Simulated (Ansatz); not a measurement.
# Ca on Hf(0001): change of the work function, part 3 of 3

How does Ca on the fcc site change the work function of Hf(0001) as the layer fills?

Ansatz 0.2.0; plane-wave DFT, PBE, Ansatz PAW.

So far, work function, upper face (eV): step 2 (the clean slab) 4.33; step 3 (37 atoms, coverage 0.111 ML, cell 3x3) 2.93.

### 4. Adsorbate added, k-mesh 6×6×1, coverage 0.25 ML

System of this step: Ca/Hf(0001). The cell holds 17 atoms: 16 Hf and 1 Ca. Cell: a = 6.400 Å, b = 6.400 Å, c = 28.658 Å, α = 90.0°, β = 90.0°, γ = 60.0°. Vacuum lies along c.

Another coverage, to see how the dipoles act on each other as their distance changes.

Input file input.yaml:

```yaml
crystal:
  lattice:
    - [6.4, 0.0, 0.0]
    - [3.2, 5.5425625842, 0.0]
    - [0.0, 0.0, 28.6577975188]
  atoms:
    - { symbol: Hf, position: [0.3333333333, 0.3333333333, 0.3140506522] }
    - { symbol: Hf, position: [0.0, 0.0, 0.4023756533] }
    - { symbol: Hf, position: [0.3333333333, 0.3333333333, 0.4944835015] }
    - { symbol: Hf, position: [0.0, 0.0, 0.577511804] }
    - { symbol: Hf, position: [0.3333333333, 0.8333333333, 0.3140506522] }
    - { symbol: Hf, position: [0.0, 0.5, 0.4023756533] }
    - { symbol: Hf, position: [0.3333333333, 0.8333333333, 0.4944835015] }
    - { symbol: Hf, position: [0.0, 0.5, 0.577511804] }
    - { symbol: Hf, position: [0.8333333333, 0.3333333333, 0.3140506522] }
    - { symbol: Hf, position: [0.5, 0.0, 0.4023756533] }
    - { symbol: Hf, position: [0.8333333333, 0.3333333333, 0.4944835015] }
    - { symbol: Hf, position: [0.5, 0.0, 0.577511804] }
    - { symbol: Hf, position: [0.8333333333, 0.8333333333, 0.3140506522] }
    - { symbol: Hf, position: [0.5, 0.5, 0.4023756533] }
    - { symbol: Hf, position: [0.8333333333, 0.8333333333, 0.4944835015] }
    - { symbol: Hf, position: [0.5, 0.5, 0.577511804] }
    - { symbol: Ca, position: [0.1666666667, 0.1666666667, 0.6859493478] }
kpoints:
  mp_grid: { grid: [6, 6, 1] }
hamiltonian:
  xc: pbe
scf:
  occupations: { method: fermi_dirac, width: 0.1 }
  convergence: { dr2_threshold: 1.0e-08 }
efield:
  axis: 3
  dipole_correction: true
  ramp_position: 0.97
  ramp_width: 0.06
relax:
  f_tol: 0.02
  max_steps: 60
  constraints: [{ sites: [0, 1, 4, 5, 8, 9, 12, 13] }]
output:
  dos: { projected: true, e_range: [-8, 4] }
  write_potential: true
  write_density: true
  volumetric_format: npy
  elf: true
```

Launch:

```bash
$ ansatz run input.yaml --threads 4 --pin off --max-ram 16384MiB --backend cpu --events-out ev --progress --plain --runs-dir out
```

Output:

```text
[...]
Crystal: 17 atoms, lattice volume = 1016.561 Å³
Basis set: ecut = 420 eV, 19967 PW (Γ), exchange–correlation on 90×90×384 points (8 copies of the dense FFT grid, shifted against one another)
Bands: 256, of which v1, the nominal top of the filled ones, is band 213 counted from 1 (212 counted from 0)
Symmetry: 6 space group operations
[...]
k-points: 7 of 36 (time reversal used)
[...]
SCF iter   1: F=—  HF=-253351.590779 eV  |F-HF|=—  |Δ(HF+E_count)|=         —  Δρ=5.32e-3  dr2=6.10e0  ethr=1.77e-3  p=0.460 e·Å  D=8.18e-2 V/Å  ΔV_dip=-2.34 eV  dr2_dipole=8.02e-2  V_vac-E_F(+/−)=2.09/4.43 eV  ⟨swp⟩=7.7  Hψ=6802  notcnv=0
[...]
SCF iter  12: F=-253351.442358 eV  HF=-253351.442358 eV  |F-HF|=1.98e-9  |Δ(HF+E_count)|=   8.99e-9  Δρ=2.09e-7  dr2=2.09e-9  ethr=2.35e-12  p=0.415 e·Å  D=7.38e-2 V/Å  ΔV_dip=-2.12 eV  dr2_dipole=1.37e-10  V_vac-E_F(+/−)=2.26/4.37 eV  ⟨swp⟩=17.4  Hψ=16544  notcnv=0
SCF 1 converged in 12 iterations: F = -253351.442358 eV  dr2 = 2.09e-9
[...]
relax step   1: F+E_penalty+E_count = -253351.44235832 eV  Δ(F+E_penalty+E_count) = +0.000e0 eV  max|allowed force component| = 9.048e-1 eV/Å  Δτ_max = 0.0000 Å  (12 SCF iters, accepted)
[...]
SCF iter   1: F=—  HF=-253351.658493 eV  |F-HF|=—  |Δ(HF+E_count)|=         —  Δρ=3.63e-3  dr2=1.16e0  ethr=1.54e-4  p=0.415 e·Å  D=7.38e-2 V/Å  ΔV_dip=-2.12 eV  dr2_dipole=2.70e-1  V_vac-E_F(+/−)=2.27/4.39 eV  ⟨swp⟩=1.1  Hψ=5628  notcnv=0  defer=9
[...]
eigensolver tolerance schedule calibrated: the retry pair's looser diagonalisation under-reported the residual by θ = 0.43 (0.33/decade); ethr = c·dr2/N_el runs at the constant in force after the calibration composes with the one it found (an armed cap, an earlier calibration), c = 9.0e-3
[...]
SCF iter   2: F=—  HF=-253351.598855 eV  |F-HF|=—  |Δ(HF+E_count)|=   5.96e-2  Δρ=1.87e-3  dr2=1.48e-1  ethr=2.46e-5  p=0.437 e·Å  D=7.78e-2 V/Å  ΔV_dip=-2.23 eV  dr2_dipole=1.31e-3  V_vac-E_F(+/−)=2.14/4.37 eV  ⟨swp⟩=2.6  Hψ=3588  notcnv=0  defer=9
[...]
SCF iter  10: F=-253351.583117 eV  HF=-253351.583117 eV  |F-HF|=8.70e-9  |Δ(HF+E_count)|=   2.19e-8  Δρ=5.97e-7  dr2=9.87e-9  ethr=1.00e-12  p=0.435 e·Å  D=7.74e-2 V/Å  ΔV_dip=-2.22 eV  dr2_dipole=9.27e-10  V_vac-E_F(+/−)=2.15/4.37 eV  ⟨swp⟩=16.0  Hψ=15586  notcnv=0
SCF 2 converged in 10 iterations: F = -253351.583117 eV  dr2 = 9.87e-9
relax step   2: F+E_penalty+E_count = -253351.58311654 eV  Δ(F+E_penalty+E_count) = -1.408e-1 eV  max|allowed force component| = 6.855e-1 eV/Å  Δτ_max = 0.1950 Å  (10 SCF iters, accepted)
SCF iter   1: F=—  HF=-253351.720021 eV  |F-HF|=—  |Δ(HF+E_count)|=         —  Δρ=3.29e-3  dr2=3.00e0  ethr=2.00e-3  p=0.435 e·Å  D=7.74e-2 V/Å  ΔV_dip=-2.22 eV  dr2_dipole=1.17e0  V_vac-E_F(+/−)=2.17/4.39 eV  ⟨swp⟩=7.3  Hψ=4180  notcnv=0  defer=6
[...]
SCF iter  10: F=-253351.668999 eV  HF=-253351.668999 eV  |F-HF|=8.24e-9  |Δ(HF+E_count)|=   1.89e-8  Δρ=4.83e-7  dr2=9.40e-9  ethr=2.35e-12  p=0.436 e·Å  D=7.76e-2 V/Å  ΔV_dip=-2.22 eV  dr2_dipole=1.53e-9  V_vac-E_F(+/−)=2.15/4.37 eV  ⟨swp⟩=15.1  Hψ=16458  notcnv=0
SCF 3 converged in 10 iterations: F = -253351.668999 eV  dr2 = 9.40e-9
relax step   3: F+E_penalty+E_count = -253351.66899864 eV  Δ(F+E_penalty+E_count) = -8.588e-2 eV  max|allowed force component| = 1.255e-1 eV/Å  Δτ_max = 0.2000 Å  (10 SCF iters, accepted)
[...]
relax step   4: F+E_penalty+E_count = -253351.67337179 eV  Δ(F+E_penalty+E_count) = -4.373e-3 eV  max|allowed force component| = 3.199e-2 eV/Å  Δτ_max = 0.0335 Å  (9 SCF iters, accepted)
SCF iter   1: F=—  HF=-253351.673693 eV  |F-HF|=—  |Δ(HF+E_count)|=         —  Δρ=1.45e-4  dr2=2.26e-3  ethr=1.08e-5  p=0.436 e·Å  D=7.76e-2 V/Å  ΔV_dip=-2.22 eV  dr2_dipole=1.28e-4  V_vac-E_F(+/−)=2.15/4.37 eV  ⟨swp⟩=2.0  Hψ=2515  notcnv=0  defer=2
[...]
SCF iter   7: F=-253351.673622 eV  HF=-253351.673622 eV  |F-HF|=2.53e-9  |Δ(HF+E_count)|=   5.08e-8  Δρ=6.60e-7  dr2=8.36e-9  ethr=2.35e-12  p=0.436 e·Å  D=7.76e-2 V/Å  ΔV_dip=-2.22 eV  dr2_dipole=9.54e-10  V_vac-E_F(+/−)=2.15/4.37 eV  ⟨swp⟩=11.4  Hψ=16573  notcnv=0
SCF 5 converged in 7 iterations: F = -253351.673622 eV  dr2 = 8.36e-9
relax step   5: F+E_penalty+E_count = -253351.67362184 eV  Δ(F+E_penalty+E_count) = -2.500e-4 eV  max|allowed force component| = 8.094e-3 eV/Å  Δτ_max = 0.0049 Å  (7 SCF iters, accepted)
[...]
SCF converged after 7 iterations
Free energy (F): -253351.673622 eV
[...]
Internal energy: -253350.902597 eV  (E = F + TS)
E sigma→0 (E₀):  -253351.288109 eV
Entropy (-TS):   -0.771025 eV (-45.354 meV/atom)
Fermi energy:    5.318734 eV
Dipole field:    D = 0.077657 V/Å  (p = 0.436266 e·Å, saw-weighted, corrected)
Work function:   Φ+ = 2.1458 eV   Φ− = 4.3713 eV
[...]
--- Forces (eV/Å), atoms counted from 1 ---
  atom   1  Hf    -0.00648879    -0.00374630     0.62511616
  atom   2  Hf    -0.01367815    -0.00789708    -0.63578657
  atom   3  Hf     0.00255494     0.00147510    -0.00155334
  atom   4  Hf     0.00700959     0.00404699     0.00090628
  atom   5  Hf     0.00000000     0.00749261     0.62511616
  atom   6  Hf    -0.00000000     0.01579416    -0.63578657
  atom   7  Hf    -0.00000000    -0.00295019    -0.00155334
  atom   8  Hf    -0.00000000    -0.00809398     0.00090628
  atom   9  Hf     0.00648879    -0.00374630     0.62511616
  atom  10  Hf     0.01367815    -0.00789708    -0.63578657
  atom  11  Hf    -0.00255494     0.00147510    -0.00155334
  atom  12  Hf    -0.00700959     0.00404699     0.00090628
  atom  13  Hf     0.00000000     0.00000000     0.60955402
  atom  14  Hf    -0.00000000    -0.00000000    -0.57567714
  atom  15  Hf     0.00000000     0.00000000    -0.00007123
  atom  16  Hf     0.00000000    -0.00000000     0.00119176
  atom  17  Ca     0.00000000     0.00000000    -0.00106339
  max |Σ_I F_I| component: 1.84e-5 eV/Å
--- Band table (eV; the first three rows and the last of 7) ---
  k-point 0: bands = [... 209 lower, 5.3118, 5.5890, 5.7171, 5.7246, 5.7246, 6.0071, 6.0932, 6.2384, ... 39 higher]
  k-point 1: bands = [... 209 lower, 5.2884, 5.4382, 5.5826, 5.6154, 5.6155, 5.8966, 5.9692, 5.9891, ... 39 higher]
  k-point 2: bands = [... 209 lower, 5.0945, 5.1109, 5.2782, 5.3011, 5.3293, 5.4878, 5.6246, 5.6721, ... 39 higher]
  k-point 6: bands = [... 209 lower, 4.8707, 4.8762, 4.9200, 4.9250, 4.9541, 5.2326, 5.2695, 5.3853, ... 39 higher]
--- Relaxed structure (5 steps of the walk, 5 accepted, 0 SCFs on fresh bases) ---
  F+E_penalty+E_count = -253351.67362184 eV   max|allowed force component| = 8.094e-3 eV/Å
  atoms:
    - { symbol: Hf, position: [0.333333, 0.333333, 0.314051] }
    - { symbol: Hf, position: [2.666712e-17, 2.666712e-17, 0.4023756533] }
    - { symbol: Hf, position: [0.335095, 0.335095, 0.494441] }
    - { symbol: Hf, position: [0.000995564, 0.000995564, 0.577479] }
    - { symbol: Hf, position: [0.333333, 0.833333, 0.314051] }
    - { symbol: Hf, position: [5.551115e-17, 0.5, 0.4023756533] }
    - { symbol: Hf, position: [0.335095, 0.829811, 0.494441] }
    - { symbol: Hf, position: [0.000995564, 0.498009, 0.577479] }
    - { symbol: Hf, position: [0.833333, 0.333333, 0.314051] }
    - { symbol: Hf, position: [0.5, 2.666712e-17, 0.4023756533] }
    - { symbol: Hf, position: [0.829811, 0.335095, 0.494441] }
    - { symbol: Hf, position: [0.498009, 0.000995564, 0.577479] }
    - { symbol: Hf, position: [0.833333, 0.833333, 0.314051] }
    - { symbol: Hf, position: [0.5, 0.5, 0.4023756533] }
    - { symbol: Hf, position: [0.833333, 0.833333, 0.493101] }
    - { symbol: Hf, position: [0.5, 0.5, 0.582277] }
    - { symbol: Ca, position: [0.166667, 0.166667, 0.673937] }
```

Wall time 6.7 min (4 threads of Arm Neoverse V1, shared host); peak memory 5.7 GiB; 27 min of CPU time.

Relaxation path:

```csv
step,energy less that of the first step (eV),largest force component (eV/Å)
1,0.0000,0.9048
2,-0.1408,0.6855
3,-0.2266,0.1255
4,-0.2310,0.0320
5,-0.2313,0.0081
```

The run keeps the 6 symmetry operations that the program found, so distortions that break them were not tested.

The atoms that moved most (Å):

```csv
atom,dx,dy,dz,length
Ca17,0.000,0.000,-0.344,0.344
Hf16,0.000,0.000,0.137,0.137
Hf15,0.000,0.000,-0.040,0.040
Hf3,0.017,0.010,-0.001,0.020
Hf11,-0.017,0.010,-0.001,0.020
Hf7,0.000,-0.020,-0.001,0.020
Hf4,0.010,0.006,-0.001,0.011
Hf8,0.000,-0.011,-0.001,0.011
```

Final coordinates:

```
Hf Ca
1.0
     6.40000    0.00000    0.00000
     3.20000    5.54256    0.00000
     0.00000    0.00000   28.65780
Hf Ca
16 1
Cartesian
  3.2000 1.8475 9.0000
  0.0000 0.0000 11.5312
  3.2169 1.8573 14.1696
  0.0096 0.0055 16.5493
  4.8000 4.6188 9.0000
  1.6000 2.7713 11.5312
  4.8000 4.5993 14.1696
  1.6000 2.7602 16.5493
  6.4000 1.8475 9.0000
  3.2000 0.0000 11.5312
  6.3831 1.8573 14.1696
  3.1904 0.0055 16.5493
  8.0000 4.6188 9.0000
  4.8000 2.7713 11.5312
  8.0000 4.6188 14.1312
  4.8000 2.7713 16.6868
  1.6000 0.9238 19.3136
```

This step gave:

| Quantity | Value |
| --- | --- |
| energy at zero smearing | -253351.2881 eV |
| work function, upper face | 2.146 eV |
| work function, lower face | 4.371 eV |
| dipole along the normal | 0.4363 e·Å |
| step between the vacuum levels | -2.225 eV |

Running mean over 2.5312 Å of the planar mean; the ramp of the sawtooth is left out. Electron's electrostatic potential energy less the Fermi level against z:

```
z (Å)  electron's electrostatic potential energy less the Fermi level (eV)
    4                                                                 4.37
    5                                                                 4.34
    6                                                                 4.12
    7                                                                 2.31
    8                                                                -4.04
    9                                                                -7.41
   10                                                                -7.29
   11                                                                -7.25
   12                                                                -7.08
   13                                                                -6.75
   14                                                                -7.26
   15                                                                -7.87
   16                                                                -7.75
   17                                                                -6.76
   18                                                                -2.39
   19                                                                0.236
   20                                                                0.290
   21                                                                 1.46
   22                                                                 2.01
   23                                                                 2.12
   24                                                                 2.14
   25                                                                 2.15
```

The density of states has structure finer than the step of the table below, so its rows give means over 0.25 eV. Peaks (eV: height): -0.990: 55.2, -0.930: 54.5, 0.060: 48.1, 0.390: 53.0, 1.590: 52.4, 1.650: 56.1, 1.950: 51.1.

The density of states by energy, zero at the Fermi level; means over each step:

```
energy (eV)  density of states (states/eV a cell)
      -7.00                               0.00454
      -6.75                                 0.866
      -6.50                                 0.982
      -6.25                                  1.11
      -6.00                                  1.15
      -5.75                                  2.21
      -5.50                                  2.88
      -5.25                                  2.26
      -5.00                                  2.17
      -4.75                                  4.19
      -4.50                                  3.83
      -4.25                                  3.26
      -4.00                                  3.88
      -3.75                                  9.88
      -3.50                                  4.03
      -3.25                                  13.4
      -3.00                                  9.63
      -2.75                                  11.9
      -2.50                                  14.3
      -2.25                                  13.8
      -2.00                                  11.8
      -1.75                                  6.93
      -1.50                                  16.0
      -1.25                                  22.6
      -1.00                                  36.3
      -0.75                                  14.8
      -0.50                                  15.3
      -0.25                                  21.9
       0.00                                  26.9
       0.25                                  22.1
       0.50                                  29.7
       0.75                                  28.3
       1.00                                  31.2
       1.25                                  22.0
       1.50                                  25.8
       1.75                                  26.0
```

Projected DOS per atom over height of the atomic layer and energy from the Fermi level. Layers: Hf4 Hf4 Hf4 Hf4 Ca from below.

Ten even steps from '0' (0.00 states/eV) to '9' (1.93 states/eV), each cell a mean:
```
56870
46771
97683
96572
94471
63350
79882
54575
23320
34430
33430
23420
12220
10010
11110
00000
00000
00000
00000
00000
00000
00000
```
Columns: height of the atomic layer (Å) from 9 to 19.3 (not evenly spaced); rows upwards: energy from the Fermi level (eV) from -7.96 to 1.95.

Valence density in the ca plane at fractional y = 0.000, with atoms of Hf within 0.2 Å of it. It is the smooth field of the valence electrons, not physical close to the nuclei.

Ten steps, logarithmic in the rise over the least value, from '0' (0 e/Å³) to '9' (31 e/Å³), each cell a mean:
```
11479852101111115898510000000000000000000000
11256531001111112565310000000000000000000000
11122211011111111222100000000000000000000000
10011100011221111110000000000000000000000000
10011100011221111110000000000000000000000000
11122211011111111222100000000000000000000000
11256531001111112565310000000000000000000000
11479852101111115898510000000000000000000000
11589962111111125898520000000000000000000000
11368741101111114787410000000000000000000000
11134321001111112343200000000000000000000000
10111110011221111111100001100000000000000000
10011000011221111111000011110000000000000000
10111110011221111111100001100000000000000000
11134421001111112343200000000000000000000000
11368741101111114787410000000000000000000000
11589962111111125898520000000000000000000000
```
Columns run along c (16.0 Å, from fractional 0.35 to 0.91 of the cell), rows up along a (6.4 Å). Atoms in or near the plane, at fractional coordinates: Hf at (0.40, 0.00), Hf at (0.58, 0.00), Hf at (0.40, 0.50), Hf at (0.58, 0.50).

ELF in the ca plane at fractional y = 0.000, with atoms of Hf within 0.2 Å of it. It is the smooth field of the valence electrons, not physical close to the nuclei.

Values, 9 rows by 16 columns, each cell a mean:
```
0.32 0.73 0.41 0.42 0.48 0.35 0.71 0.43 0.22 0.30 0.23 0.14 0.04 0.01 0.00 0.00
0.30 0.24 0.27 0.21 0.21 0.27 0.25 0.23 0.35 0.28 0.16 0.06 0.01 0.00 0.00 0.00
0.33 0.24 0.32 0.20 0.24 0.28 0.25 0.27 0.38 0.28 0.15 0.05 0.01 0.00 0.00 0.00
0.29 0.63 0.34 0.35 0.37 0.31 0.61 0.35 0.24 0.31 0.22 0.11 0.03 0.01 0.00 0.00
0.37 0.81 0.51 0.52 0.69 0.42 0.81 0.54 0.20 0.15 0.16 0.25 0.12 0.02 0.00 0.00
0.27 0.46 0.27 0.29 0.25 0.27 0.45 0.29 0.20 0.12 0.07 0.33 0.30 0.06 0.01 0.00
0.36 0.26 0.36 0.20 0.25 0.30 0.28 0.40 0.25 0.46 0.12 0.33 0.41 0.10 0.01 0.00
0.27 0.33 0.25 0.25 0.20 0.26 0.33 0.27 0.21 0.19 0.07 0.33 0.33 0.07 0.01 0.00
0.36 0.80 0.48 0.49 0.62 0.40 0.79 0.51 0.20 0.10 0.13 0.28 0.16 0.03 0.00 0.00
```
Columns run along c (16.0 Å, from fractional 0.35 to 0.91 of the cell), rows up along a (6.4 Å). Atoms in or near the plane, at fractional coordinates: Hf at (0.40, 0.00), Hf at (0.58, 0.00), Hf at (0.40, 0.50), Hf at (0.58, 0.50).

Electrostatic potential energy in the ca plane at fractional y = 0.000, with atoms of Hf within 0.2 Å of it. With pseudopotentials it is smooth inside the atoms' cores, unlike the true potential.

Values in eV, 9 rows by 16 columns, each cell a mean:
```
 -2 -31 -14   5   5  -1 -30 -16   7   8   8   8   8   8   8   8
  4  -3   2   1  -5   4  -2   2   9   9   9   8   8   8   8   8
  5   1   4   0  -8   4   2   5   9   9   9   8   8   8   8   8
  0 -26 -11   5   3   1 -25 -12   7   9   8   8   8   8   8   8
 -5 -32 -19   6   7  -3 -32 -21   5   6   7   8   8   8   8   8
  2 -18  -5   4   1   2 -18  -6   5   1   4   7   8   8   8   8
  5   3   5   1  -8   4   4   6   4  -7   1   6   8   8   8   8
  3 -11  -1   3  -1   3 -11  -2   4  -1   3   7   8   8   8   8
 -4 -32 -18   6   6  -2 -32 -20   5   5   6   7   8   8   8   8
```
Columns run along c (16.0 Å, from fractional 0.35 to 0.91 of the cell; values clipped at the 3rd and 97th percentile), rows up along a (6.4 Å). Atoms in or near the plane, at fractional coordinates: Hf at (0.40, 0.00), Hf at (0.58, 0.00), Hf at (0.40, 0.50), Hf at (0.58, 0.50).

The relaxation took 5 steps and lowered the energy by 0.23 eV; the largest force on the free atoms ends at 0.0081 eV/Å.

By hand: a sheet of dipoles makes a step −p/(ε₀A) in the electron's potential. With e/ε₀ = 180.95 V·Å, p = 0.4363 e·Å and A = 35.47 Å², that is −180.95 × (0.4363) / 35.47 = -2.225 eV, and the two vacuum levels of the run differ by -2.225 eV.

The covered face has 2.15 eV, -2.19 eV against the clean one; the bare back face has moved by -0.01 eV, a measure of how thin the slab is.

### 5. Work function against coverage

This step: plane-wave DFT, PBE, Ansatz PAW; work function against coverage (Ansatz 0.2.0).

The runs are now put side by side.

This step gave:

| Quantity | Value |
| --- | --- |
| work function of the clean face | 4.332 eV |
| largest change of the work function | -2.186 eV |

Table of work function of the covered face by coverage:

```
coverage (adsorbates/nm²)  work function of the covered face (eV)
                     0.00                                    4.33
                     1.25                                    2.93
                     2.82                                    2.15
```

The dipole per adsorbate comes from the change of the cell's dipole. Coverage, by row:

| coverage (1/nm²) | coverage (ML) | work function (eV) | change (eV) | dipole per adsorbate, positive end outwards (debye) | mean height of the added atoms over the highest substrate atom (Å) |
| --- | --- | --- | --- | --- | --- |
| 1.253 | 0.1111 | 2.928 | -1.405 | 2.964 | 2.667 |
| 2.819 | 0.25 | 2.146 | -2.186 | 2.05 | 2.627 |

### 6. Summary of results

| Quantity | Value |
| --- | --- |
| work function of the clean face | 4.33 eV |
| work function at 0.11 ML | 2.93 eV |
| work function at 0.25 ML | 2.15 eV |
| dipole per adsorbate at 0.11 ML, positive end outwards | 2.96 D |

What this shows: Ca lowers the work function of Hf(0001) at the lowest coverage, by 1.40 eV: the adsorbate layer has its positive end outwards. The slab has 4 layers, at the tabulated experimental lattice constant, one starting site was run, and quantum-size effects of a slab this thin can reach one or two tenths of an eV.

[Long decimals in the printed logs are rounded to 6 places.]

[Logs are printed without paths, hosts, clocks, repeated set-up lines and the standing remarks that a program may print on its own settings, such as how far it seeks lower states.]

[Hosts, paths, dates, database ids (printed as entryN), source tags and the programs' standing remarks are cut or masked in the printed files.]

[Maps of the electrostatic potential energy from Ansatz leave out the sawtooth potential of an applied field or a dipole correction, so their vacuum need not be flat; planar profiles and work functions include it.]
